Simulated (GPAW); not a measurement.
# Mo2C(OH)2 MXene monolayer: work function by functional and basis, part 2 of 2

Wanted: work functions and dipole of Mo2C(OH)2 MXene monolayer, with the cost of each level.

GPAW 26.7.0; GPAW, PAW setups; layer in a repeated cell with vacuum, relaxation of atoms and in-plane cell (the session's first sound run).

So far, upper work function (eV): step 3 (the slab's potential, PBE, GPAW) 1.90; step 4 (self-consistent run: xc = "RPBE") 1.80; step 5 (self-consistent run: xc = "vdW-DF2", GPAW, PAW setups, GPAW) 2.84; step 6 (OptPBE vdW: xc = "optPBE-vdW", GPAW, PAW setups, GPAW) 2.33.

**7. Self-consistent run: xc = "LDA"**

Level of this step: GPAW, PAW setups; slab in vacuum (GPAW).

The same geometry under LDA, to see how far the functional moves the levels against the vacuum.

run.py reads:

```python
import json
import numpy as np
from ase import Atoms
from gpaw import GPAW, PW

slab = Atoms(
    ['H', 'O', 'Mo', 'C', 'Mo', 'O', 'H'],
    positions=[
        [-0.00000, 1.87816, 7.00000],
        [0.00000, 1.87816, 7.97514],
        [1.62653, 0.93908, 9.29078],
        [-0.00000, 0.00000, 10.24979],
        [-0.00000, 1.87816, 11.20881],
        [1.62653, 0.93908, 12.52445],
        [1.62653, 0.93908, 13.49959]],
    cell=[[3.25307, 0.0, 0.0], [-1.62653, 2.81724, 0.0], [0.0, 0.0, 20.4996]],
    pbc=[True, True, False])

slab.calc = GPAW(mode=PW(500), xc='LDA', kpts={'size': (12, 12, 1), 'gamma': True},
                 occupations={'name': 'fermi-dirac', 'width': 0.05}, nbands='160%',
                 convergence={'density': 1e-05}, maxiter=200,
                 poissonsolver={'dipolelayer': 'xy'},
                 symmetry={'tolerance': 1e-3}, txt='slab.txt')
result = {}
energy = slab.get_potential_energy()
fermi = slab.calc.get_fermi_level()
v = slab.calc.get_electrostatic_potential().mean((0, 1)) - fermi
n = slab.calc.get_pseudo_density().mean((0, 1))
L = slab.cell[2, 2]
z = np.arange(len(v)) * L / len(v)
low, high = slab.positions[:, 2].min(), slab.positions[:, 2].max()
below, above = np.interp([low - 4.8, high + 4.8], z, v)
slopes = [np.interp(x, z, np.gradient(v, z)) for x in (low - 4.8, high + 4.8)]
eps = np.array([[slab.calc.get_eigenvalues(k, s) for k in range(len(slab.calc.get_ibz_k_points()))]
                for s in range(slab.calc.get_number_of_spins())]) - fermi
top, bottom = eps[eps < 0].max(), eps[eps > 0].min()
dipole = slab.get_dipole_moment()[2]
print(f'energy {energy:.4f} eV, Fermi level {fermi:.4f} eV, dipole {dipole:.5f} e A')
print(f'potential 4.8 A off the faces, from the Fermi level: lower {below:.4f} eV, upper {above:.4f} eV')
print(f'slope of the potential there: lower {slopes[0]:.5f}, upper {slopes[1]:.5f} eV/A')
print(f'nearest levels on the mesh: {top:.4f} and {bottom:.4f} eV')
print('magnetic moment', round(slab.get_magnetic_moment(), 3))
result.update(energy=energy, fermi=fermi, dipole=dipole, below=below, above=above, slopes=slopes, edges=[top, bottom],
              z=z.tolist(), v=v.tolist(), n=n.tolist(), positions=slab.positions.tolist(),
              forces=slab.get_forces(apply_constraint=False).tolist(), moments=slab.get_magnetic_moments().tolist())
json.dump(result, open('result.json', 'w'))
```

Command:

```console
$ OMP_NUM_THREADS=1 OPENBLAS_NUM_THREADS=1 python run.py
```

Output:

```text
energy -57.7576 eV, Fermi level 1.9360 eV, dipole -0.00014 e A
potential 4.8 A off the faces, from the Fermi level: lower 2.1673 eV, upper 2.1709 eV
slope of the potential there: lower -0.00501, upper 0.00501 eV/A
nearest levels on the mesh: -0.0028 and 0.0286 eV
magnetic moment 0.0
```

Elapsed: 47 s, on 1 thread of Intel Xeon 6975P-C (Granite Rapids), shared host; peak memory 0.27 GiB.

This step gave:

```
dipole along the normal                    : -1.38e-4 e·Å
levels nearest the Fermi level on the mesh : -0.002847, 0.02862 eV from the Fermi level
upper work function                        : 2.171 eV
lower work function                        : 2.167 eV
```

The upper face's work function is 2.171 eV, against 1.902 eV in the first plane-wave PBE run at this geometry.

**8. Self-consistent run: xc = "revPBE"**

The same geometry under revPBE, to see how far the functional moves the levels against the vacuum.

run.py: that of step 7 with these lines changed.

```diff
@@ -18,3 +18,3 @@
 
-slab.calc = GPAW(mode=PW(500), xc='LDA', kpts={'size': (12, 12, 1), 'gamma': True},
+slab.calc = GPAW(mode=PW(500), xc='revPBE', kpts={'size': (12, 12, 1), 'gamma': True},
                  occupations={'name': 'fermi-dirac', 'width': 0.05}, nbands='160%',
```

Output:

```text
energy -50.2486 eV, Fermi level 2.3701 eV, dipole -0.00014 e A
potential 4.8 A off the faces, from the Fermi level: lower 1.7372 eV, upper 1.7408 eV
slope of the potential there: lower -0.01190, upper 0.01190 eV/A
nearest levels on the mesh: -0.0005 and 0.0037 eV
magnetic moment 0.0
```

Run time: 54 s. Hardware: 1 thread; peak memory 0.27 GiB.

This step gave:

```
levels nearest the Fermi level on the mesh : -5.22e-4, 0.003721 eV from the Fermi level
upper work function                        : 1.741 eV
lower work function                        : 1.737 eV
```

The electrostatic potential energy of an electron (without an applied field's), less the Fermi level, planar mean oscillates, so the rows of the table below give means over windows of 1.52 Å about each position, cut where the curve ends. Its maxima inside the range that stand out by 2 % of the span (Å: eV): 7.3: -0.145, 8.4: -5.77, 10.0: -13.6, 10.5: -13.6, 12.1: -5.77, 13.2: -0.142. Its minima: 7.0: -1.08, 8.0: -9.58, 9.3: -22.6, 10.2: -15.3, 11.2: -22.6, 12.5: -9.57, 13.5: -1.08.

The electrostatic potential energy of an electron (without an applied field's), less the Fermi level, planar mean by z; means over each step:

| z (Å) | electrostatic potential energy of an electron (without an applied field's), less the Fermi level, planar mean (eV) |
| --- | --- |
| 0.76 | 1.74 |
| 2.28 | 1.73 |
| 3.80 | 1.68 |
| 5.32 | 1.39 |
| 6.84 | -0.201 |
| 8.36 | -9.22 |
| 9.88 | -16.8 |
| 11.40 | -15.2 |
| 12.92 | -3.85 |
| 14.44 | 0.854 |
| 15.96 | 1.59 |
| 17.48 | 1.72 |
| 19.00 | 1.75 |

The upper face's work function is 1.741 eV, against 1.902 eV in the first plane-wave PBE run at this geometry.

**9. Real-space grid: mode = "fd"**

A real-space grid is a second complete basis, so it checks the plane-wave result.

run.py: that of step 8 with these lines changed.

```diff
@@ -3,3 +3,3 @@
 from ase import Atoms
-from gpaw import GPAW, PW
+from gpaw import GPAW
 
@@ -18,3 +18,3 @@
 
-slab.calc = GPAW(mode=PW(500), xc='revPBE', kpts={'size': (12, 12, 1), 'gamma': True},
+slab.calc = GPAW(mode='fd', h=0.18, xc='PBE', kpts={'size': (12, 12, 1), 'gamma': True},
                  occupations={'name': 'fermi-dirac', 'width': 0.05}, nbands='160%',
```

Output:

```text
energy -53.5959 eV, Fermi level -1.8340 eV, dipole -0.00015 e A
potential 4.8 A off the faces, from the Fermi level: lower 1.8297 eV, upper 1.8333 eV
slope of the potential there: lower -0.00526, upper 0.00526 eV/A
nearest levels on the mesh: -0.0023 and 0.0113 eV
magnetic moment 0.0
```

Run time: 2.5 min. Hardware: 1 thread; peak memory 0.64 GiB.

Numbers from this step:

* dipole along the normal: -1.51e-4 e·Å
* levels nearest the Fermi level on the mesh: -0.002346, 0.01128 eV from the Fermi level
* upper work function: 1.833 eV
* lower work function: 1.830 eV

The electrostatic potential energy of an electron (without an applied field's), less the Fermi level, planar mean oscillates, so the rows of the table below give means over windows of 1.56 Å about each position, cut where the curve ends. Its maxima inside the range that stand out by 2 % of the span (Å: eV): 7.3: -0.0113, 8.4: -5.59, 10.0: -13.5, 10.5: -13.5, 12.1: -5.59, 13.2: -0.00798. Its minima: 7.0: -0.961, 8.0: -9.38, 9.3: -22.5, 10.2: -15.2, 11.2: -22.5, 12.5: -9.38, 13.5: -0.958.

Electrostatic potential energy of an electron (without an applied field's), less the Fermi level, planar mean against z; means over each step:

| z (Å) | electrostatic potential energy of an electron (without an applied field's), less the Fermi level, planar mean (eV) |
| --- | --- |
| 0.78 | 1.83 |
| 2.34 | 1.83 |
| 3.90 | 1.78 |
| 5.46 | 1.48 |
| 7.02 | -0.731 |
| 8.58 | -11.7 |
| 10.14 | -15.8 |
| 11.70 | -13.4 |
| 13.26 | -2.03 |
| 14.82 | 1.36 |
| 16.38 | 1.77 |
| 17.94 | 1.83 |
| 19.50 | 1.84 |

The upper face's work function is 1.833 eV, against 1.902 eV in the first plane-wave PBE run at this geometry.

**10. Atomic orbitals: mode = "lcao"**

Atom-centred orbitals end a few angstrom from the surface, which tests how much the density's tail matters.

run.py: that of step 9 with these lines changed.

```diff
@@ -18,4 +18,4 @@
 
-slab.calc = GPAW(mode='fd', h=0.18, xc='PBE', kpts={'size': (12, 12, 1), 'gamma': True},
-                 occupations={'name': 'fermi-dirac', 'width': 0.05}, nbands='160%',
+slab.calc = GPAW(mode='lcao', basis='dzp', h=0.18, xc='PBE', kpts={'size': (12, 12, 1), 'gamma': True},
+                 occupations={'name': 'fermi-dirac', 'width': 0.05}, nbands='120%',
                  convergence={'density': 1e-05}, maxiter=200,
```

Output:

```text
energy -50.0074 eV, Fermi level -1.1656 eV, dipole -0.00015 e A
potential 4.8 A off the faces, from the Fermi level: lower 1.1638 eV, upper 1.1674 eV
slope of the potential there: lower 0.00000, upper 0.00000 eV/A
nearest levels on the mesh: -0.0214 and 0.0136 eV
magnetic moment 0.0
```

Elapsed: 4.7 min, on 1 thread; peak memory 0.33 GiB.

This step gave:

| Property | Result |
| --- | --- |
| dipole along the normal | -1.52e-4 e·Å |
| levels nearest the Fermi level on the mesh | -0.02141, 0.01364 eV from the Fermi level |
| upper work function | 1.167 eV |
| lower work function | 1.164 eV |

The upper face's work function is 1.167 eV, against 1.902 eV in the first plane-wave PBE run at this geometry.

**11. The ladder**

Times are for 1 thread of Intel Xeon 6975P-C (Granite Rapids), shared host. Results by setting:

| no. | run | upper work function (eV) | lower work function (eV) | time | memory (GiB) |
| --- | --- | --- | --- | --- | --- |
| 1 | pw | 1.902 | 1.899 | 55 s | 0.27 |
| 2 | RPBE | 1.795 | 1.792 | 56 s | 0.27 |
| 3 | vdW DF2 | 2.843 | 2.839 | 5.3 min | 0.46 |
| 4 | optPBE vdW | 2.333 | 2.330 | 67 s | 0.45 |
| 5 | LDA | 2.171 | 2.167 | 47 s | 0.27 |
| 6 | revPBE | 1.741 | 1.737 | 54 s | 0.27 |
| 7 | fd | 1.833 | 1.830 | 2.5 min | 0.64 |
| 8 | lcao | 1.167 | 1.164 | 4.7 min | 0.33 |

**12. Side by side**

Results and costs are gathered.

This step: comparison of work functions, dipole and cost (GPAW 26.7.0).

Ladder, by row:

| step | code | work function, upper (eV) | work function, lower (eV) | dipole (e Å) | wall time (s) | peak memory (GiB) | threads |
| --- | --- | --- | --- | --- | --- | --- | --- |
| pw | GPAW | 1.902 | 1.899 | -1.38e-4 | 55.11 | 0.27 | 1 |
| RPBE | GPAW | 1.795 | 1.792 | -1.38e-4 | 56.08 | 0.27 | 1 |
| vdW-DF2 | GPAW | 2.843 | 2.839 | -1.37e-4 | 317.4 | 0.46 | 1 |
| optPBE-vdW | GPAW | 2.333 | 2.33 | -1.37e-4 | 66.89 | 0.45 | 1 |
| LDA | GPAW | 2.171 | 2.167 | -1.38e-4 | 47.37 | 0.27 | 1 |
| revPBE | GPAW | 1.741 | 1.737 | -1.38e-4 | 54.43 | 0.27 | 1 |
| fd | GPAW | 1.833 | 1.83 | -1.51e-4 | 147.1 | 0.64 | 1 |
| lcao | GPAW | 1.167 | 1.164 | -1.52e-4 | 279.5 | 0.33 | 1 |

**13. A changed run**

One more run, with changed settings.

This step: GPAW, PAW setups; slab in vacuum (GPAW 26.7.0).

run.py: that of step 10 with these lines changed.

```diff
@@ -3,3 +3,3 @@
 from ase import Atoms
-from gpaw import GPAW
+from gpaw import GPAW, PW
 
@@ -18,5 +18,5 @@
 
-slab.calc = GPAW(mode='lcao', basis='dzp', h=0.18, xc='PBE', kpts={'size': (12, 12, 1), 'gamma': True},
-                 occupations={'name': 'fermi-dirac', 'width': 0.05}, nbands='120%',
-                 convergence={'density': 1e-05}, maxiter=200,
+slab.calc = GPAW(mode=PW(500), xc='pbe96', kpts={'size': (12, 12, 1), 'gamma': True},
+                 occupations={'name': 'fermi-dirac', 'width': 0.05}, nbands='160%',
+                 convergence={'density': 1e-05}, maxiter=50,
                  poissonsolver={'dipolelayer': 'xy'},
```

Output:

```text
NameError: Unknown functional: pbe96.
```

Elapsed: 0.49 s, on 1 thread; peak memory 0.1 GiB.

The input was rejected at the start.

The program's message: “NameError: Unknown functional: pbe96.”

The change that led to it: xc = "pbe96".

**14. Summary of results**

```yaml
work_function_both_faces: 1.90 eV
dipole_along_the_normal: -1.4e-4 e Å
```

What this shows: With plane waves and PBE the work function is 1.90 eV on the upper face and 1.90 eV on the lower. Over the sound runs of the table the upper face's work function spans 1.167 (lcao) to 2.843 eV (vdW-DF2). Atomic orbitals miss the plane-wave value by -0.73 eV, since they describe the tail of the density in the vacuum poorly. The starting lattice was a guess from atomic radii; the relaxation moved it by 8 %. The layer's cell and atoms come from the relaxation; spin-orbit coupling and temperature are left out.

[Logs are printed without paths, hosts, clocks, repeated set-up lines and the standing remarks that a program may print on its own settings, such as how far it seeks lower states.]

[Hosts, paths, dates, database ids (printed as entryN), source tags and the programs' standing remarks are cut or masked in the printed files.]
